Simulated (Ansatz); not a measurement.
# The perfect GaP wire along [110], 24 atoms a period, H-terminated, part 3 of 4

What gap, if any, does the GaP wire along [110], 24 atoms a period, H-terminated have, and how does it change with the functional and under strain?

Ansatz 0.2.0; DFT PBE, plane waves, PAW; relaxation of a wire's period; PAW set soft_1 (the session's first sound run).

So far, band gap (eV): step 3 (the wire at its relaxed period, PBE) 0.402; step 4 (levels at the same atoms, cutoff 500 eV, k-mesh 1×1×16, r2SCAN PBE) 0.626; step 5 (levels at the same atoms, level HSE06, cutoff 420 eV, HSE06 PBE) 1.18.

## (6) At a strained period, period over the relaxed period 0.94, k-mesh 1×1×17

This step: DFT PBE, plane waves, PAW; relaxation at a fixed period; PAW set soft_1 (Ansatz 0.2.0).

The period is set to 0.94 times the relaxed one and the atoms relax within it: strain changes bond lengths and angles, which shifts the bands against each other. Against the first PBE run of this kind, the mesh along the wire has 17 points against 21.

The cell differs from the one that the last finished run ended in (c 3.986 → 3.747 Å).

input.yaml reads:

```yaml
crystal:
  lattice:
    - [20.935, 0.0, 0.0]
    - [0.0, 19.121, 0.0]
    - [0.0, 0.0, 3.7467735707]
  atoms:
    - { symbol: H, position: [0.154441489, 0.397009114, 0.0] }
    - { symbol: Ga, position: [0.205527088, 0.456871155, 0.0] }
    - { symbol: P, position: [0.402099286, 0.344311417, 0.0] }
    - { symbol: H, position: [0.430211519, 0.169872558, 0.0] }
    - { symbol: Ga, position: [0.46498319, 0.242154705, 0.0] }
    - { symbol: Ga, position: [0.467919276, 0.44386335, 0.0] }
    - { symbol: P, position: [0.662834151, 0.352337072, 0.0] }
    - { symbol: H, position: [0.704971022, 0.293749866, 0.0] }
    - { symbol: Ga, position: [0.725143578, 0.455616723, 0.0] }
    - { symbol: H, position: [0.237158087, 0.647381204, 0.235232827] }
    - { symbol: H, position: [0.780979116, 0.647459819, 0.321701549] }
    - { symbol: P, position: [0.282308183, 0.648016582, 0.5] }
    - { symbol: P, position: [0.270993221, 0.443242942, 0.5] }
    - { symbol: H, position: [0.297413791, 0.270666546, 0.5] }
    - { symbol: H, position: [0.291637302, 0.823800845, 0.5] }
    - { symbol: Ga, position: [0.33527151, 0.341317597, 0.5] }
    - { symbol: Ga, position: [0.340526671, 0.537296912, 0.5] }
    - { symbol: Ga, position: [0.336794166, 0.758923777, 0.5] }
    - { symbol: P, position: [0.531127803, 0.248759887, 0.5] }
    - { symbol: P, position: [0.535048436, 0.65338065, 0.5] }
    - { symbol: P, position: [0.533802437, 0.449226239, 0.5] }
    - { symbol: H, position: [0.558156007, 0.824596831, 0.5] }
    - { symbol: H, position: [0.573853811, 0.190681469, 0.5] }
    - { symbol: Ga, position: [0.596951424, 0.347931105, 0.5] }
    - { symbol: Ga, position: [0.59954219, 0.551172399, 0.5] }
    - { symbol: Ga, position: [0.60060338, 0.756826931, 0.5] }
    - { symbol: P, position: [0.790300589, 0.455778184, 0.5] }
    - { symbol: H, position: [0.837928524, 0.402845301, 0.5] }
    - { symbol: H, position: [0.829254786, 0.516502332, 0.5] }
    - { symbol: H, position: [0.780979116, 0.647459819, 0.678298451] }
    - { symbol: H, position: [0.237158087, 0.647381204, 0.764767173] }
    - { symbol: H, position: [0.184094838, 0.536328956, 0.0] }
    - { symbol: P, position: [0.404809426, 0.547729934, 0.0] }
    - { symbol: P, position: [0.400314663, 0.747257065, 0.0] }
    - { symbol: H, position: [0.439920058, 0.807773865, 0.0] }
    - { symbol: Ga, position: [0.471254759, 0.648371301, 0.0] }
    - { symbol: P, position: [0.664258434, 0.556644424, 0.0] }
    - { symbol: P, position: [0.664317827, 0.745944791, 0.0] }
    - { symbol: H, position: [0.700784216, 0.808945372, 0.0] }
    - { symbol: Ga, position: [0.740824122, 0.652889619, 0.0] }
kpoints:
  mp_grid: { grid: [1, 1, 17] }
  band_path: { path: ["Γ", Z], npoints: 90 }
scf:
  occupations: { method: fermi_dirac, width: 0.05 }
hamiltonian:
  xc: pbe
  pseudopotentials: { kind: paw, azcp: { folder: soft_1 } }
relax:
  max_steps: 40
  f_tol: 0.02
output:
  stress: true
```

Command:

```bash
$ ansatz run input.yaml --threads 4 --pin off --max-ram 16384MiB --backend cpu --events-out ev --progress --plain --runs-dir out
```

Numbers of over 12 decimals in the logs are rounded to 6 here.

The program printed:

```text
Warning: output.stress: scf.convergence.dr2_threshold = 1e-7 eV (the SCF's general default) is looser than the 4e-9 eV advised for a printed stress (1e-10 eV for each atom of the cell: 40). What an SCF threshold leaves in a stress goes as its square root, and in the free energy as the threshold itself, and one threshold admits the most on a small cell: [figures from the program's tests cut] Every solve of this run an [...]
[...]
Crystal: 40 atoms, lattice volume = 1499.826 Å³
Basis set: ecut = 420 eV, 29311 PW (Γ), exchange–correlation on 288×256×54 points (8 copies of the dense FFT grid, shifted against one another)
Bands: 156, of which v1, the nominal top of the filled ones, is band 116 counted from 1 (115 counted from 0)
Symmetry: 2 space group operations
[...]
k-points: 9 of 17
[...]
SCF iter   1: F=—  HF=-54730.070662 eV  |F-HF|=—  |Δ(HF+E_count)|=         —  Δρ=4.04e-2  dr2=2.51e1  ethr=3.10e-3  ⟨swp⟩=9.7  Hψ=7582  notcnv=0  defer=92
[...]
SCF iter   9: F=-54722.430718 eV  HF=-54722.430715 eV  |F-HF|=3.08e-6  |Δ(HF+E_count)|=   2.25e-5  Δρ=1.84e-5  dr2=5.45e-6  ethr=4.31e-9  ⟨swp⟩=5.2  Hψ=4815  notcnv=0
SCF 1 converged in 9 iterations: F = -54722.430718 eV  dr2 = 5.45e-6
[...]
relax step   1: F+E_penalty+E_count = -54722.43071781 eV  Δ(F+E_penalty+E_count) = +0.000e0 eV  max|allowed force component| = 1.120e0 eV/Å  Δτ_max = 0.0000 Å  (9 SCF iters, dr2 threshold 1.00e-5 eV, accepted)
[...]
SCF iter   6: F=-54722.756631 eV  HF=-54722.756671 eV  |F-HF|=4.00e-5  |Δ(HF+E_count)|=   2.45e-5  Δρ=4.02e-5  dr2=6.29e-5  ethr=3.38e-8  ⟨swp⟩=3.6  Hψ=5194  notcnv=0
SCF 2 converged in 6 iterations: F = -54722.756631 eV  dr2 = 6.29e-5
relax step   2: F+E_penalty+E_count = -54722.75663109 eV  Δ(F+E_penalty+E_count) = -3.259e-1 eV  max|allowed force component| = 5.573e-1 eV/Å  Δτ_max = 0.1596 Å  (6 SCF iters, dr2 threshold 7.84e-5 eV, accepted)
SCF iter   1: F=—  HF=-54722.802332 eV  |F-HF|=—  |Δ(HF+E_count)|=         —  Δρ=2.10e-3  dr2=4.58e-2  ethr=1.69e-4  ⟨swp⟩=4.4  Hψ=2633  notcnv=0  defer=228
[...]
SCF iter   7: F=-54722.794470 eV  HF=-54722.794474 eV  |F-HF|=4.61e-6  |Δ(HF+E_count)|=   5.37e-6  Δρ=9.83e-6  dr2=6.23e-6  ethr=8.37e-9  ⟨swp⟩=5.0  Hψ=4287  notcnv=0
SCF 3 converged in 7 iterations: F = -54722.794470 eV  dr2 = 6.23e-6
[...]
relax step   3: F+E_penalty+E_count = -54722.79446989 eV  Δ(F+E_penalty+E_count) = -3.784e-2 eV  max|allowed force component| = 9.361e-2 eV/Å  Δτ_max = 0.0434 Å  (7 SCF iters, dr2 threshold 1.94e-5 eV, accepted)
[...]
relax step   4: F+E_penalty+E_count = -54722.79577950 eV  Δ(F+E_penalty+E_count) = -1.310e-3 eV  max|allowed force component| = 2.366e-2 eV/Å  Δτ_max = 0.0190 Å  (7 SCF iters, dr2 threshold 5.48e-7 eV, accepted)
SCF iter   1: F=—  HF=-54722.796340 eV  |F-HF|=—  |Δ(HF+E_count)|=         —  Δρ=3.19e-4  dr2=7.98e-4  ethr=3.57e-6  ⟨swp⟩=2.6  Hψ=2353  notcnv=0  defer=224
[...]
SCF iter   6: F=-54722.795998 eV  HF=-54722.795997 eV  |F-HF|=1.08e-7  |Δ(HF+E_count)|=   1.70e-7  Δρ=2.10e-6  dr2=8.54e-8  ethr=4.31e-11  ⟨swp⟩=4.2  Hψ=5686  notcnv=0
SCF 5 converged in 6 iterations: F = -54722.795998 eV  dr2 = 8.54e-8
relax step   5: F+E_penalty+E_count = -54722.79599756 eV  Δ(F+E_penalty+E_count) = -2.181e-4 eV  max|allowed force component| = 4.596e-3 eV/Å  Δτ_max = 0.0061 Å  (6 SCF iters, accepted)
[...]
the band table was solved once a step of the walk had ended and its energy, with any forces and stress, was formed, with the checks that follow a solve (8536 applications of the Hamiltonian). They found nothing against the state; the energy, forces and stress were not computed again (output.eigenvalues in the input reference)
[...]
SCF converged after 6 iterations
Free energy (F): -54722.795998 eV
[...]
Internal energy: -54722.786873 eV  (E = F + TS)
E sigma→0 (E₀):  -54722.791435 eV
Entropy (-TS):   -0.009124 eV (-0.228 meV/atom)
Fermi energy:    0.860034 eV
[...]
--- Forces (eV/Å), atoms counted from 1 ---
  atom   1  H     -0.00112720    -0.00149257     0.00000000
  atom   2  Ga     0.00350982    -0.00039735     0.00000000
  atom   3  P     -0.00093648     0.00036506     0.00000000
  atom   4  H      0.00049181    -0.00029220     0.00000000
  atom   5  Ga    -0.00084346     0.00148436     0.00000000
  atom   6  Ga     0.00142041    -0.00015135     0.00000000
  atom   7  P     -0.00064587     0.00053099     0.00000000
  atom   8  H     -0.00011259    -0.00030297     0.00000000
  atom   9  Ga     0.00335999    -0.00151036     0.00000000
  atom  10  H      0.00142350    -0.00062026     0.00330331
  atom  11  H      0.00093716     0.00115675    -0.00095179
  atom  12  P     -0.00364209     0.00106915     0.00000000
  atom  13  P     -0.00410248     0.00037515     0.00000000
  atom  14  H      0.00011165    -0.00021131     0.00000000
  atom  15  H     -0.00001387    -0.00030329     0.00000000
  atom  16  Ga     0.00126270    -0.00001483     0.00000000
  atom  17  Ga     0.00211088    -0.00034764     0.00000000
  atom  18  Ga    -0.00075625     0.00003310     0.00000000
  atom  19  P      0.00027413     0.00068484     0.00000000
  atom  20  P      0.00038285     0.00006065     0.00000000
  atom  21  P     -0.00122757     0.00000081     0.00000000
  atom  22  H      0.00009227     0.00003818     0.00000000
  atom  23  H     -0.00139543    -0.00135235     0.00000000
  atom  24  Ga     0.00241801    -0.00234576     0.00000000
  atom  25  Ga    -0.00039028     0.00007674     0.00000000
  atom  26  Ga    -0.00159456     0.00077213     0.00000000
  atom  27  P     -0.00199589     0.00182423     0.00000000
  atom  28  H     -0.00008059    -0.00057987     0.00000000
  atom  29  H      0.00119730     0.00030740     0.00000000
  atom  30  H      0.00093716     0.00115675     0.00095179
  atom  31  H      0.00142350    -0.00062026    -0.00330331
  atom  32  H      0.00041383     0.00237471     0.00000000
  atom  33  P     -0.00032465    -0.00044083     0.00000000
  atom  34  P      0.00182067    -0.00059015     0.00000000
  atom  35  H     -0.00116685     0.00047419     0.00000000
  atom  36  Ga    -0.00064938     0.00062101     0.00000000
  atom  37  P      0.00130184     0.00207252     0.00000000
  atom  38  P      0.00049811     0.00122164     0.00000000
  atom  39  H      0.00025145    -0.00125359     0.00000000
  atom  40  Ga    -0.00459536    -0.00378422     0.00000000
  max |Σ_I F_I| component: 8.92e-5 eV/Å
--- Stress (GPa, compression-positive) ---
       -0.039255      -0.001220       0.000000
       -0.001220       0.000231       0.000000
        0.000000       0.000000       2.773172
  P = ⅓ Tr σ = 0.9114 GPa (9.114 kbar)
--- Band table (eV; the first three rows and the last of 9) ---
  k-point 0: bands = [... 112 lower, -1.1628, -0.9281, -0.3136, 0.7921, 1.0139, 1.1004, 1.4450, 1.5339, ... 36 higher]
  k-point 1: bands = [... 112 lower, -1.2439, -1.0805, -0.5081, 0.5467, 1.1775, 1.2779, 1.5488, 1.6609, ... 36 higher]
  k-point 2: bands = [... 112 lower, -1.4524, -1.2227, -0.9292, 0.0135, 1.4161, 1.6438, 1.6575, 1.8975, ... 36 higher]
  k-point 8: bands = [... 112 lower, -2.2282, -2.1224, -2.0010, -1.9655, 1.0450, 1.1654, 1.2105, 1.2939, ... 36 higher]
--- Relaxed structure (5 steps of the walk, 5 accepted, 0 SCFs on fresh bases) ---
  F+E_penalty+E_count = -54722.79599756 eV   max|allowed force component| = 4.596e-3 eV/Å
  atoms:
    - { symbol: H, position: [0.146001, 0.398425, 0.0] }
    - { symbol: Ga, position: [0.197604, 0.457676, 0.0] }
    - { symbol: P, position: [0.400934, 0.343784, 0.0] }
    - { symbol: H, position: [0.427242, 0.169639, 0.0] }
    - { symbol: Ga, position: [0.462972, 0.241250, 0.0] }
    - { symbol: Ga, position: [0.466213, 0.443386, 0.0] }
    - { symbol: P, position: [0.668216, 0.352552, 0.0] }
    - { symbol: H, position: [0.709228, 0.293076, 0.0] }
    - { symbol: Ga, position: [0.730119, 0.455652, 0.0] }
    - { symbol: H, position: [0.231939, 0.647061, 0.223177] }
    - { symbol: H, position: [0.788479, 0.647663, 0.324983] }
    - { symbol: P, position: [0.277762, 0.647800, 0.500000] }
    - { symbol: P, position: [0.266914, 0.443025, 0.500000] }
    - { symbol: H, position: [0.291389, 0.270791, 0.500000] }
    - { symbol: H, position: [0.285989, 0.823278, 0.500000] }
    - { symbol: Ga, position: [0.330297, 0.340647, 0.500000] }
    - { symbol: Ga, position: [0.335824, 0.537113, 0.500000] }
    - { symbol: Ga, position: [0.331621, 0.758942, 0.500000] }
    - { symbol: P, position: [0.532949, 0.248451, 0.500000] }
    - { symbol: P, position: [0.537458, 0.653489, 0.500000] }
    - { symbol: P, position: [0.535934, 0.448878, 0.500000] }
    - { symbol: H, position: [0.558115, 0.824662, 0.500000] }
    - { symbol: H, position: [0.574536, 0.189454, 0.500000] }
    - { symbol: Ga, position: [0.598505, 0.347501, 0.500000] }
    - { symbol: Ga, position: [0.601045, 0.550863, 0.500000] }
    - { symbol: Ga, position: [0.601479, 0.757775, 0.500000] }
    - { symbol: P, position: [0.799170, 0.456235, 0.500000] }
    - { symbol: H, position: [0.846215, 0.402775, 0.500000] }
    - { symbol: H, position: [0.837567, 0.517322, 0.500000] }
    - { symbol: H, position: [0.788479, 0.647663, 0.675017] }
    - { symbol: H, position: [0.231939, 0.647061, 0.776823] }
    - { symbol: H, position: [0.175865, 0.537045, 0.0] }
    - { symbol: P, position: [0.404007, 0.547515, 0.0] }
    - { symbol: P, position: [0.399009, 0.746864, 0.0] }
    - { symbol: H, position: [0.437423, 0.808246, 0.0] }
    - { symbol: Ga, position: [0.469765, 0.648174, 0.0] }
    - { symbol: P, position: [0.669704, 0.556801, 0.0] }
    - { symbol: P, position: [0.669139, 0.746510, 0.0] }
    - { symbol: H, position: [0.704906, 0.809929, 0.0] }
    - { symbol: Ga, position: [0.744546, 0.653349, 0.0] }
```

The job ended after 9 min (4 threads of Intel Xeon Platinum 8223CL at 3.00GHz (Skylake/Cascade Lake), shared host; peak memory 12 GiB; 36 min of CPU time).

Step by step:

| step | energy less that of the first step (eV) | largest force component (eV/Å) |
| --- | --- | --- |
| 1 | 0.0000 | 1.1200 |
| 2 | -0.3259 | 0.5573 |
| 3 | -0.3638 | 0.0936 |
| 4 | -0.3651 | 0.0237 |
| 5 | -0.3653 | 0.0046 |

Forces are held to the 2 operations that the run works with; a distortion that breaks them can't arise in this run.

The atoms that moved most (Å):

| atom | dx | dy | dz | length |
| --- | --- | --- | --- | --- |
| P27 | 0.186 | 0.009 | 0.000 | 0.186 |
| H1 | -0.177 | 0.027 | 0.000 | 0.179 |
| H29 | 0.174 | 0.016 | 0.000 | 0.175 |
| H28 | 0.173 | -0.001 | 0.000 | 0.173 |
| H32 | -0.172 | 0.014 | 0.000 | 0.173 |
| Ga2 | -0.166 | 0.015 | 0.000 | 0.167 |
| H30 | 0.157 | 0.004 | -0.012 | 0.158 |
| H11 | 0.157 | 0.004 | 0.012 | 0.158 |

The relaxed structure:

```cif
data_structure
_symmetry_space_group_name_H-M 'P 1'
_symmetry_Int_Tables_number 1
_cell_length_a 20.9350
_cell_length_b 19.1210
_cell_length_c 3.7468
_cell_angle_alpha 90.000
_cell_angle_beta 90.000
_cell_angle_gamma 90.000
_cell_volume 1499.83
loop_
_atom_site_label
_atom_site_type_symbol
_atom_site_fract_x
_atom_site_fract_y
_atom_site_fract_z
_atom_site_occupancy
H1 H 0.14600 0.39842 0.00000 1
Ga2 Ga 0.19760 0.45768 0.00000 1
P3 P 0.40093 0.34378 0.00000 1
H4 H 0.42724 0.16964 0.00000 1
Ga5 Ga 0.46297 0.24125 0.00000 1
Ga6 Ga 0.46621 0.44339 0.00000 1
P7 P 0.66822 0.35255 0.00000 1
H8 H 0.70923 0.29308 0.00000 1
Ga9 Ga 0.73012 0.45565 0.00000 1
H10 H 0.23194 0.64706 0.22318 1
H11 H 0.78848 0.64766 0.32498 1
P12 P 0.27776 0.64780 0.50000 1
P13 P 0.26691 0.44303 0.50000 1
H14 H 0.29139 0.27079 0.50000 1
H15 H 0.28599 0.82328 0.50000 1
Ga16 Ga 0.33030 0.34065 0.50000 1
Ga17 Ga 0.33582 0.53711 0.50000 1
Ga18 Ga 0.33162 0.75894 0.50000 1
P19 P 0.53295 0.24845 0.50000 1
P20 P 0.53746 0.65349 0.50000 1
P21 P 0.53593 0.44888 0.50000 1
H22 H 0.55811 0.82466 0.50000 1
H23 H 0.57454 0.18945 0.50000 1
Ga24 Ga 0.59851 0.34750 0.50000 1
Ga25 Ga 0.60105 0.55086 0.50000 1
Ga26 Ga 0.60148 0.75777 0.50000 1
P27 P 0.79917 0.45623 0.50000 1
H28 H 0.84621 0.40278 0.50000 1
H29 H 0.83757 0.51732 0.50000 1
H30 H 0.78848 0.64766 0.67502 1
H31 H 0.23194 0.64706 0.77682 1
H32 H 0.17587 0.53704 0.00000 1
P33 P 0.40401 0.54751 0.00000 1
P34 P 0.39901 0.74686 0.00000 1
H35 H 0.43742 0.80825 0.00000 1
Ga36 Ga 0.46976 0.64817 0.00000 1
P37 P 0.66970 0.55680 0.00000 1
P38 P 0.66914 0.74651 0.00000 1
H39 H 0.70491 0.80993 0.00000 1
Ga40 Ga 0.74455 0.65335 0.00000 1
```

Numbers from this step:

| Property | Result |
| --- | --- |
| energy at zero smearing | -54722.7914 eV |
| band gap | 0.2218 eV |

The electronic bands at the labelled points (eV, zero at the Fermi level; v1 is the highest filled band, c1 the lowest empty one):

| point | v4 | v3 | v2 | v1 | c1 | c2 | c3 | c4 |
| --- | --- | --- | --- | --- | --- | --- | --- | --- |
| Γ | -2.02 | -1.79 | -1.17 | -0.07 | 0.15 | 0.24 | 0.58 | 0.67 |
| halfway | -2.62 | -2.44 | -2.38 | -2.10 | 0.53 | 0.62 | 0.88 | 1.09 |
| Z | -3.09 | -2.97 | -2.86 | -2.85 | 0.20 | 0.29 | 0.33 | 0.44 |

The gap is 0.222 eV, against 0.402 eV under PBE at the relaxed period.

(Part 3 of 4 ends here.)

[Logs are printed without paths, hosts, clocks, repeated set-up lines and the standing remarks that a program may print on its own settings, such as how far it seeks lower states.]

[Hosts, paths, dates, database ids (printed as entryN), source tags and the programs' standing remarks are cut or masked in the printed files.]
